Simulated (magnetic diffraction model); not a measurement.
# Solving a magnetic structure from powder neutron data: TbTi4Al4Zn4

Space group I4/mmm (no. 139), a = 8.8990 Å, c = 5.2020 Å.

```csv
site,atom,x,y,z
2a,Tb,0,0,0
8j,Zn,0.2730,1/2,0
8f,Ti,1/4,3/4,3/4
8i,Al,0.8380,1/2,1/2
```

The compound is invented for this exercise: a known structure type with other elements, its cell scaled to their sizes and not relaxed.

Only Tb is taken to order (form factors of Tb3+); orders and moment sizes are assumed, and not adapted to the symmetry. Radiation: neutrons of λ = 1.594 Å, 2° to 55°; isotropic B of 0.38 Å² (Tb), 0.53 Å² (Zn), 0.7 Å² (Ti) and 0.76 Å² (Al). The intensities are simulated: I ∝ L Σ (|F_N|² + |F_M⊥|²) for unpolarised neutrons, with F_M = 2.695 fm/μB × Σ f(s) S exp(2πi Q·r) exp(−B s²) at Q = H ± k (one set where k and −k are equivalent), only the part normal to Q counting and L = 1/(sin²θ cos θ). For a modulated order the moment at position r is S exp(−2πi k·r) + c.c., with S = m/2 for a sine wave of amplitude m and S = m(u + iv)/2 for moments turning in a plane, u and v being orthogonal unit vectors in it; the phase factor of the sum at Q = H + k is then exp(2πi H·r). Form factors are spin-only for 3d ions and dipole or tabulated for f ions, scattering lengths are Sears's of 1992, and absorption is left out. A label names one of the reflections at its angle. The strongest nuclear line in the range is 100, and lines under 0.2 are left out.

Above the ordering temperature:

```tsv
2θ (°)	index	I
14.55	(1 1 0)	3.2
20.44	(1 0 1)	1.5
20.64	(2 0 0)	88.0
29.21	(2 1 1)	27.6
29.35	(2 2 0)	80.2
32.90	(3 1 0)	6.2
35.69	(0 0 2)	77.7
36.03	(3 0 1)	19.4
38.73	(1 1 2)	1.0
41.58	(2 0 2)	0.3
41.88	(3 2 1)	100.0
41.98	(4 0 0)	10.5
44.66	(3 3 0)	4.0
46.85	(2 2 2)	2.6
47.13	(4 1 1)	14.3
47.22	(4 2 0)	8.8
49.32	(3 1 2)	5.8
54.34	(5 1 0)	4.8
```

Below it (cell unchanged):

```csv
2θ (°),I
3.42,263.0
12.36,65.7
14.55,3.2
17.17,36.0
18.93,15.7
20.44,1.5
20.64,88.0
20.73,32.0
20.93,24.8
22.40,10.8
24.12,4.6
26.82,16.4
26.97,11.2
28.14,19.6
29.21,27.6
29.35,80.2
29.55,6.4
30.64,15.1
31.82,10.5
31.95,15.8
32.90,6.2
32.97,4.3
34.20,7.2
35.69,77.7
35.86,3.5
36.03,19.4
36.21,11.9
36.32,3.7
37.90,6.5
38.34,1.5
38.73,1.0
39.21,9.9
39.86,8.3
40.17,8.4
41.58,0.3
41.73,5.9
```
(The table stops after 36 lines; 30 more lie at higher angle.)

**Question.** Check that the new lines index with k = (1/3 0 0), then choose among these models:
A. a sine wave with moments along [010] (amplitudes given), 7.7 μB on Tb
B. a sine wave with moments along [100] (amplitudes given), 7.7 μB on Tb
C. moments turning in the plane of [100] and [001], 7.7 μB on Tb
D. a sine wave with moments along [001] (amplitudes given), 7.7 μB on Tb

The new lines index as (1/3 0 0) at 3.42°, (2/3 1 0) at 12.36°, (5/3 0 0) at 17.17° and (2/3 0 1) at 18.93°, that is as H ± k with k = (1/3 0 0), one of 2 inequivalent arms of its star (k and −k counted as one), which a powder can't tell apart. Satellites come in pairs about each point of the reciprocal lattice.

Magnetic intensity, observed (below minus above) and for each model:

| 2θ (°) | index | observed | A | B | C | D |
| --- | --- | --- | --- | --- | --- | --- |
| 3.42 | (1/3 0 0) | 263.0 | 263.0 | <0.2 | 263.0 | 263.0 |
| 12.36 | (2/3 1 0) | 65.7 | 11.9 | 26.9 | 65.7 | 38.8 |
| 17.17 | (5/3 0 0) | 36.0 | 22.1 | 7.0 | 36.0 | 29.1 |
| 18.93 | (2/3 0 1) | 15.7 | 15.7 | 13.6 | 15.7 | 2.1 |
| 20.73 | (1/3 1 1) | 32.0 | 19.3 | 24.9 | 32.0 | 7.1 |
| 20.93 | (1/3 2 0) | 24.8 | 0.3 | 12.2 | 24.8 | 12.6 |
| 28.14 | (2/3 2 1) | 19.6 | 5.8 | 12.0 | 19.6 | 7.7 |
| 31.95 | (7/3 2 0) | 15.8 | 2.9 | 6.4 | 15.8 | 9.4 |

Model C matches.

The structure used: k = (1/3 0 0), moments turning in the plane of [100] and [001], 7.7 μB on Tb.

[Logs are printed without paths, hosts, clocks, repeated set-up lines and the standing remarks that a program may print on its own settings, such as how far it seeks lower states.]
